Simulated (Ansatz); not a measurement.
# Al (Aluminum, Fm-3m): phonons against volume

Wanted: mode Grüneisen parameters of Aluminum and a free-energy fit over volumes.

Experimental results on record:
- volume expansion coefficient 69 1e-6/K and heat capacity C_P per formula unit 24.2 J/mol/K near room temperature (given in “High-Throughput Prediction of Finite-Temperature Properties using the Quasi-Harmonic Approximation”, 2016, arXiv:1603.06924)

Main program and level: Ansatz 0.2.0; DFT LDA, scalar-relativistic, plane waves, PAW; PAW set soft_1.

Most raw output is cut from this account.

### Step 1. The starting structure

Symmetry: Fm-3m, No. 225, cubic system. The conventional cell has a = 4.050 Å, b = 4.050 Å, c = 4.050 Å, α = 90.00°, β = 90.00°, γ = 90.00°. Nearest to Al lie 12 Al at 2.86 Å.

### Step 2. A first coarse run

Before spending time, one coarse run tells the gap and the pressure of the starting cell.

input.yaml reads:

```yaml
crystal:
  lattice:
    - [0.0, 2.024805, 2.024805]
    - [2.024805, 0.0, 2.024805]
    - [2.024805, 2.024805, 0.0]
  atoms:
    - { symbol: Al, position: [0.0, 0.0, 0.0] }
kpoints:
  mp_grid: { grid: [8, 8, 8] }
hamiltonian:
  xc: lda
  pseudopotentials: { kind: paw, azcp: { folder: soft_1 }, xc_functional: pbe }
scf:
  occupations: { method: gaussian, width: 0.1 }
  lower_state_search: "off"
output:
  forces: true
  stress: true
  eigenvalues: true
```

Command:

```sh
$ ansatz run input.yaml --threads 8 --pin off --max-ram 16384MiB --backend cpu --events-out ev --progress --plain --runs-dir out
```

Run time: 0.71 s. Hardware: 8 threads of Arm Neoverse V1, shared host; peak memory 0.23 GiB; 1 s of CPU time.

Numbers from this step:

```yaml
pressure: -3.742 GPa
volume_per_atom: 16.60 Å³/atom
gap_on_the_k_mesh: 0 eV
```

The start is under -3.7 GPa at this level and looks like a metal on this mesh.

### Step 3. Finding the static equilibrium

The vibrations must be taken about the equilibrium of this functional, not about the starting cell, so the structure is relaxed.

Changes to input.yaml since step 2:

```diff
@@ -8,3 +8,3 @@
 kpoints:
-  mp_grid: { grid: [8, 8, 8] }
+  mp_grid: { grid: [18, 18, 18] }
 hamiltonian:
@@ -19 +19,6 @@
   eigenvalues: true
+relax:
+  adjacent_minimum: "off"
+  f_tol: 0.005
+  max_steps: 80
+  cell: { stress_tol: 0.05 }
```

Elapsed: 1.6 s, on 8 threads; peak memory 0.29 GiB.

The steps of the relaxation:

| step | energy less that of the first step (eV) | largest force component (eV/Å) | pressure (GPa) | volume (Å³) |
| --- | --- | --- | --- | --- |
| 1 | 0.0000 | 0.0000 | -3.66 | 16.60 |
| 2 | -0.0095 | 0.0000 | 0.45 | 15.72 |
| 3 | -0.0096 | 0.0000 | -0.04 | 15.81 |
| 4* | -0.0096 | 0.0000 | -0.05 | 15.81 |
| 5 | -0.0096 | 0.0000 | 0.00 | 15.80 |
| 6* | -0.0096 | 0.0000 | 0.00 | 15.80 |

Relaxation steps marked * repeat the geometry before them on a plane-wave basis chosen anew for their cell, so energy and pressure can jump there.

| conventional cell, symmetrised | before | after | change |
| --- | --- | --- | --- |
| a (Å) | 4.050 | 3.983 | -1.6 % |
| b (Å) | 4.050 | 3.983 | -1.6 % |
| c (Å) | 4.050 | 3.983 | -1.6 % |
| volume (Å³/atom) | 16.60 | 15.80 | -4.8 % |

The relaxed structure:

```cif
data_structure
_symmetry_space_group_name_H-M 'P 1'
_symmetry_Int_Tables_number 1
_cell_length_a 2.8166
_cell_length_b 2.8166
_cell_length_c 2.8166
_cell_angle_alpha 60.000
_cell_angle_beta 60.000
_cell_angle_gamma 60.000
_cell_volume 15.80
loop_
_atom_site_label
_atom_site_type_symbol
_atom_site_fract_x
_atom_site_fract_y
_atom_site_fract_z
_atom_site_occupancy
Al1 Al 0.00000 0.00000 0.00000 1
```

Numbers from this step:

| Property | Result |
| --- | --- |
| pressure | -8.47e-4 GPa |
| volume per atom | 15.80 Å³/atom |

The relaxation ends with a pressure of 0.00 GPa.

### Step 4. Relaxing to small residual forces and stress

The thresholds are tightened for a last relaxation ahead of the phonons, and where mesh or smearing change with them the cell follows.

input.yaml, the sections that differ from step 3:

```yaml
crystal:
  lattice:
    - [0.0, 1.9916526149, 1.9916526149]
    - [1.9916526149, 0.0, 1.9916526149]
    - [1.9916526149, 1.9916526149, 0.0]
  atoms:
    - { symbol: Al, position: [0.0, 0.0, 0.0] }
kpoints:
  mp_grid: { grid: [20, 20, 20] }
scf:
  occupations: { method: methfessel_paxton, width: 0.2 }
  lower_state_search: "off"
relax:
  adjacent_minimum: "off"
  f_tol: 0.001
  max_steps: 60
  cell: { stress_tol: 0.01 }
# hamiltonian, output: as in step 3
```

Run time: 1 s. Hardware: 8 threads; peak memory 0.3 GiB.

Little changed from the start: no atom moved by 0.005 Å and no cell edge by 0.1 %.

This step gave:

| Property | Result |
| --- | --- |
| pressure | -7.04e-4 GPa |
| volume per atom | 15.79 Å³/atom |

The residual pressure is -7.0e-4 GPa, small enough for phonons.

### Step 5. Phonons, V/V0 1

Phonons at this volume give one point of F(V, T); meshes stay fixed along the series.

input.yaml, the sections that differ from step 4:

```yaml
crystal:
  lattice:
    - [0.0, 1.9910559224, 1.9910559224]
    - [1.9910559224, 0.0, 1.9910559224]
    - [1.9910559224, 1.9910559224, 0.0]
  atoms:
    - { symbol: Al, position: [0.0, 0.0, 0.0] }
output:
  eigenvalues: true
phonons:
  method: dfpt
  qmesh: [4, 4, 4]
  temperatures: { t_max: 1000, t_step: 50 }
  qpath:
    path:
      - [[0.0, 0.0, 0.0], [0.5, 0.0, 0.5], [0.625, 0.25, 0.625]]
      - [[0.375, 0.375, 0.75], [0.0, 0.0, 0.0], [0.5, 0.5, 0.5], [0.5, 0.25, 0.75], [0.5, 0.0, 0.5]]
    npoints: 10
# kpoints, hamiltonian, scf: as in step 4
# relax: removed
```

It took 27 s on 8 threads; peak memory 1.7 GiB.

Numbers from this step:

| Property | Result |
| --- | --- |
| Γ frequencies | 0, 0, 0 cm⁻¹ (negative: imaginary) |
| lowest frequency on the path | 0 cm⁻¹ |
| zero-point energy | 0.03974 eV/cell |
| highest frequency | 331.0 cm⁻¹ |
| Debye temperature from the second moment | 414 K |

No LO-TO term. Phonon branches along the path, in cm⁻¹:

| point | branch 1 | branch 2 | branch 3 |
| --- | --- | --- | --- |
| Γ | 0 | 0 | 0 |
| halfway | 141 | 141 | 243 |
| X | 199 | 199 | 330 |
| halfway | 197 | 221 | 319 |
| U | 191 | 261 | 294 |
| jump to K | 191 | 261 | 294 |
| halfway | 134 | 173 | 251 |
| Γ | 0 | 0 | 0 |
| halfway | 114 | 114 | 236 |
| L | 142 | 142 | 331 |
| halfway | 176 | 218 | 307 |
| W | 223 | 273 | 273 |
| halfway | 210 | 227 | 311 |
| X | 199 | 199 | 330 |

Tetrahedra on 28 28 28, mean over bins of 5 cm⁻¹. Phonon density of states against wavenumber; read off at these points:

| wavenumber (cm⁻¹) | phonon density of states (1/cm⁻¹/cell) |
| --- | --- |
| 2 | 0 |
| 12 | 2.0e-5 |
| 22 | 1.0e-4 |
| 28 | 1.5e-4 |
| 38 | 2.9e-4 |
| 48 | 4.8e-4 |
| 58 | 7.5e-4 |
| 62 | 8.9e-4 |
| 72 | 0.00126 |
| 82 | 0.00173 |
| 92 | 0.00232 |
| 102 | 0.00311 |
| 108 | 0.00361 |
| 118 | 0.00487 |
| 128 | 0.00677 |
| 138 | 0.0102 |
| 148 | 0.0166 |
| 152 | 0.0171 |
| 162 | 0.0180 |
| 172 | 0.0190 |
| 182 | 0.0199 |
| 188 | 0.0205 |
| 198 | 0.0220 |
| 208 | 0.0152 |
| 218 | 0.0120 |
| 228 | 0.00993 |
| 232 | 0.00996 |
| 242 | 0.00988 |
| 252 | 0.00964 |
| 262 | 0.00895 |
| 272 | 0.00594 |
| 278 | 0.0079 |
| 288 | 0.0233 |
| 292 | 0.0255 |
| 298 | 0.0245 |
| 308 | 0.0130 |
| 312 | 0.0103 |
| 322 | 0.00573 |
| 332 | 7.0e-5 |

Harmonic. Thermo, by row:

| T (K) | F_vib (meV/atom) | S (J/mol-atom/K) | C_V (J/mol-atom/K) |
| --- | --- | --- | --- |
| 0 | 39.74 | 0 | 0 |
| 50 | 39.61 | 1.08 | 3.408 |
| 100 | 37.81 | 6.305 | 12.35 |
| 150 | 32.94 | 12.44 | 17.66 |
| 200 | 25.04 | 17.93 | 20.38 |
| 250 | 14.49 | 22.65 | 21.86 |
| 300 | 1.67 | 26.72 | 22.73 |
| 350 | -13.11 | 30.27 | 23.29 |
| 400 | -29.63 | 33.41 | 23.66 |
| 450 | -47.68 | 36.21 | 23.92 |
| 500 | -67.11 | 38.74 | 24.11 |
| 550 | -87.79 | 41.04 | 24.25 |
| 600 | -109.6 | 43.16 | 24.36 |
| 650 | -132.5 | 45.11 | 24.45 |
| 700 | -156.3 | 46.93 | 24.51 |
| 750 | -181.1 | 48.62 | 24.57 |
| 800 | -206.7 | 50.21 | 24.61 |
| 850 | -233.1 | 51.7 | 24.65 |
| 900 | -260.3 | 53.11 | 24.68 |
| 950 | -288.1 | 54.44 | 24.71 |
| 1000 | -316.7 | 55.71 | 24.73 |

Phonopy on the run's constants, 21x21x21 mesh, Gaussian sigma 2.6 cm⁻¹. Table of modes, Al by wavenumber; read off at these points:

| wavenumber (cm⁻¹) | modes, Al (1/cm⁻¹/cell) |
| --- | --- |
| -10.0 | 0 |
| 0.0 | 4.6e-5 |
| 10.0 | 0 |
| 20.0 | 2.3e-5 |
| 30.0 | 2.8e-4 |
| 40.0 | 2.4e-4 |
| 50.0 | 0.00109 |
| 60.0 | 4.9e-4 |
| 70.0 | 0.00128 |
| 80.0 | 0.00122 |
| 90.0 | 0.00276 |
| 100.0 | 0.00248 |
| 110.0 | 0.00462 |
| 120.0 | 0.00461 |
| 130.0 | 0.00727 |
| 140.0 | 0.0122 |
| 150.0 | 0.0164 |
| 157.6 | 0.0187 |
| 160.0 | 0.0184 |
| 170.0 | 0.0185 |
| 173.4 | 0.0217 |
| 180.0 | 0.0186 |
| 190.0 | 0.0218 |
| 193.8 | 0.0242 |
| 200.0 | 0.0179 |
| 210.0 | 0.0154 |
| 220.0 | 0.0110 |
| 230.0 | 0.00844 |
| 236.8 | 0.0111 |
| 240.0 | 0.0106 |
| 250.0 | 0.00949 |
| 260.0 | 0.00946 |
| 270.0 | 0.00823 |
| 280.0 | 0.0106 |
| 290.0 | 0.0236 |
| 293.4 | 0.0256 |
| 300.0 | 0.0205 |
| 310.0 | 0.0120 |
| 320.0 | 0.00712 |
| 330.0 | 0.00159 |
| 340.0 | 0 |

No mode is imaginary beyond numerical noise at the solved wavevectors.

### Step 6. A cell at another volume, V/V0 1.015

Symmetry fixes every atom, so a single point at the scaled cell gives the energy and pressure of this member.

input.yaml, the sections that differ from step 5:

```yaml
crystal:
  lattice:
    - [0.0, 2.0009618363, 2.0009618363]
    - [2.0009618363, 0.0, 2.0009618363]
    - [2.0009618363, 2.0009618363, 0.0]
  atoms:
    - { symbol: Al, position: [0.0, 0.0, 0.0] }
output:
  forces: true
  stress: true
  eigenvalues: true
# kpoints, hamiltonian, scf: as in step 5
# phonons: removed
```

The job ended after 0.93 s (8 threads; peak memory 0.27 GiB).

This step gave:

```
pressure        : -1.187 GPa
volume per atom : 16.02 Å³/atom
```

The run ends at a pressure of -1.19 GPa.

### Step 7. Lattice dynamics at this volume, V/V0 1.015

The same q-mesh and k-mesh are kept at every volume, so that much of their error can cancel in the differences.

input.yaml, the sections that differ from step 6:

```yaml
output:
  eigenvalues: true
phonons:
  method: dfpt
  qmesh: [4, 4, 4]
  temperatures: { t_max: 1000, t_step: 50 }
  qpath:
    path:
      - [[0.0, 0.0, 0.0], [0.5, 0.0, 0.5], [0.625, 0.25, 0.625]]
      - [[0.375, 0.375, 0.75], [0.0, 0.0, 0.0], [0.5, 0.5, 0.5], [0.5, 0.25, 0.75], [0.5, 0.0, 0.5]]
    npoints: 10
# crystal, kpoints, hamiltonian, scf: as in step 6
```

It took 27 s on 8 threads; peak memory 1.8 GiB.

No LO-TO term. The phonon branches at the labelled points (cm⁻¹):

| point | branch 1 | branch 2 | branch 3 |
| --- | --- | --- | --- |
| Γ | 0 | 0 | 0 |
| halfway | 136 | 136 | 237 |
| X | 192 | 192 | 320 |
| halfway | 190 | 214 | 310 |
| U | 185 | 253 | 285 |
| jump to K | 185 | 253 | 285 |
| halfway | 131 | 167 | 243 |
| Γ | 0 | 0 | 0 |
| halfway | 110 | 110 | 229 |
| L | 137 | 137 | 322 |
| halfway | 171 | 212 | 298 |
| W | 216 | 265 | 265 |
| halfway | 204 | 220 | 302 |
| X | 192 | 192 | 320 |

No mode is imaginary beyond numerical noise at the solved wavevectors.

### Step 8. A cell at another volume, V/V0 0.985

input.yaml, the sections that differ from step 7:

```yaml
crystal:
  lattice:
    - [0.0, 1.9810504473, 1.9810504473]
    - [1.9810504473, 0.0, 1.9810504473]
    - [1.9810504473, 1.9810504473, 0.0]
  atoms:
    - { symbol: Al, position: [0.0, 0.0, 0.0] }
output:
  forces: true
  stress: true
  eigenvalues: true
# kpoints, hamiltonian, scf: as in step 7
# phonons: removed
```

It took 0.39 s on 8 threads; peak memory 0.27 GiB.

The run ends at a pressure of 1.29 GPa.

### Step 9. Lattice dynamics at this volume, V/V0 0.985

input.yaml, the sections that differ from step 8:

```yaml
output:
  eigenvalues: true
phonons:
  method: dfpt
  qmesh: [4, 4, 4]
  temperatures: { t_max: 1000, t_step: 50 }
  qpath:
    path:
      - [[0.0, 0.0, 0.0], [0.5, 0.0, 0.5], [0.625, 0.25, 0.625]]
      - [[0.375, 0.375, 0.75], [0.0, 0.0, 0.0], [0.5, 0.5, 0.5], [0.5, 0.25, 0.75], [0.5, 0.0, 0.5]]
    npoints: 10
# crystal, kpoints, hamiltonian, scf: as in step 8
```

Wall time 27 s (8 threads); peak memory 1.7 GiB.

No LO-TO term. The phonon branches at the labelled points (cm⁻¹):

| point | branch 1 | branch 2 | branch 3 |
| --- | --- | --- | --- |
| Γ | 0 | 0 | 0 |
| halfway | 147 | 147 | 250 |
| X | 206 | 206 | 339 |
| halfway | 204 | 228 | 329 |
| U | 198 | 269 | 302 |
| jump to K | 198 | 269 | 302 |
| halfway | 138 | 178 | 258 |
| Γ | 0 | 0 | 0 |
| halfway | 118 | 118 | 242 |
| L | 148 | 148 | 340 |
| halfway | 182 | 226 | 317 |
| W | 230 | 282 | 282 |
| halfway | 218 | 234 | 320 |
| X | 206 | 206 | 339 |

No mode is imaginary beyond numerical noise at the solved wavevectors.

### Step 10. Single point at a scaled cell, V/V0 1.03

input.yaml, the sections that differ from step 9:

```yaml
crystal:
  lattice:
    - [0.0, 2.0107706295, 2.0107706295]
    - [2.0107706295, 0.0, 2.0107706295]
    - [2.0107706295, 2.0107706295, 0.0]
  atoms:
    - { symbol: Al, position: [0.0, 0.0, 0.0] }
output:
  forces: true
  stress: true
  eigenvalues: true
# kpoints, hamiltonian, scf: as in step 9
# phonons: removed
```

Run time: 0.4 s. Hardware: 8 threads; peak memory 0.28 GiB; 1.9 s of CPU time.

The run ends at a pressure of -2.27 GPa.

### Step 11. Phonons, V/V0 1.03

input.yaml, the sections that differ from step 10:

```yaml
output:
  eigenvalues: true
phonons:
  method: dfpt
  qmesh: [4, 4, 4]
  temperatures: { t_max: 1000, t_step: 50 }
  qpath:
    path:
      - [[0.0, 0.0, 0.0], [0.5, 0.0, 0.5], [0.625, 0.25, 0.625]]
      - [[0.375, 0.375, 0.75], [0.0, 0.0, 0.0], [0.5, 0.5, 0.5], [0.5, 0.25, 0.75], [0.5, 0.0, 0.5]]
    npoints: 10
# crystal, kpoints, hamiltonian, scf: as in step 10
```

Elapsed: 27 s, on 8 threads; peak memory 1.8 GiB; 2.9 min of CPU time.

No LO-TO term. The phonon branches at the labelled points (cm⁻¹):

| point | branch 1 | branch 2 | branch 3 |
| --- | --- | --- | --- |
| Γ | 0 | 0 | 0 |
| halfway | 130 | 130 | 231 |
| X | 185 | 185 | 312 |
| halfway | 184 | 207 | 302 |
| U | 179 | 246 | 276 |
| jump to K | 179 | 246 | 276 |
| halfway | 127 | 162 | 236 |
| Γ | 0 | 0 | 0 |
| halfway | 107 | 107 | 223 |
| L | 132 | 132 | 313 |
| halfway | 165 | 205 | 289 |
| W | 209 | 257 | 257 |
| halfway | 197 | 213 | 293 |
| X | 185 | 185 | 312 |

No mode is imaginary beyond numerical noise at the solved wavevectors.

### Step 12. Single point at a scaled cell, V/V0 0.97

The cell differs from the one that the last finished run ended in (a 2.844 → 2.787 Å, b 2.844 → 2.787 Å, c 2.844 → 2.787 Å).

input.yaml, the sections that differ from step 11:

```yaml
crystal:
  lattice:
    - [0.0, 1.9709428712, 1.9709428712]
    - [1.9709428712, 0.0, 1.9709428712]
    - [1.9709428712, 1.9709428712, 0.0]
  atoms:
    - { symbol: Al, position: [0.0, 0.0, 0.0] }
output:
  forces: true
  stress: true
  eigenvalues: true
  write_density: true
  write_potential: true
  elf: true
  volumetric_format: npy
# kpoints, hamiltonian, scf: as in step 11
# phonons: removed
```

It took 0.49 s on 8 threads; peak memory 0.28 GiB; 2.5 s of CPU time.

The run ends at a pressure of 2.71 GPa.

### Step 13. Phonons, V/V0 0.97

input.yaml, the sections that differ from step 12:

```yaml
output:
  eigenvalues: true
phonons:
  method: dfpt
  qmesh: [4, 4, 4]
  temperatures: { t_max: 1000, t_step: 50 }
  qpath:
    path:
      - [[0.0, 0.0, 0.0], [0.5, 0.0, 0.5], [0.625, 0.25, 0.625]]
      - [[0.375, 0.375, 0.75], [0.0, 0.0, 0.0], [0.5, 0.5, 0.5], [0.5, 0.25, 0.75], [0.5, 0.0, 0.5]]
    npoints: 10
# crystal, kpoints, hamiltonian, scf: as in step 12
```

Run time: 26 s. Hardware: 8 threads; peak memory 1.7 GiB.

No mode is imaginary beyond numerical noise at the solved wavevectors.

### Step 14. Single point at a scaled cell, V/V0 1.05

input.yaml, the sections that differ from step 13:

```yaml
crystal:
  lattice:
    - [0.0, 2.0237019857, 2.0237019857]
    - [2.0237019857, 0.0, 2.0237019857]
    - [2.0237019857, 2.0237019857, 0.0]
  atoms:
    - { symbol: Al, position: [0.0, 0.0, 0.0] }
output:
  forces: true
  stress: true
  eigenvalues: true
  write_density: true
  write_potential: true
  elf: true
  volumetric_format: npy
# kpoints, hamiltonian, scf: as in step 13
# phonons: removed
```

Wall time 0.51 s (8 threads); peak memory 0.28 GiB; 2.7 s of CPU time.

The run ends at a pressure of -3.59 GPa.

(Part 1 of 2 ends here.)

[Logs are printed without paths, hosts, clocks, repeated set-up lines and the standing remarks that a program may print on its own settings, such as how far it seeks lower states.]

[Hosts, paths, dates, database ids (printed as entryN), source tags and the programs' standing remarks are cut or masked in the printed files.]

[A step with changed settings may run another functional than the one named; its input shows which.]

[Of the runs on displaced cells, only some may be shown.]
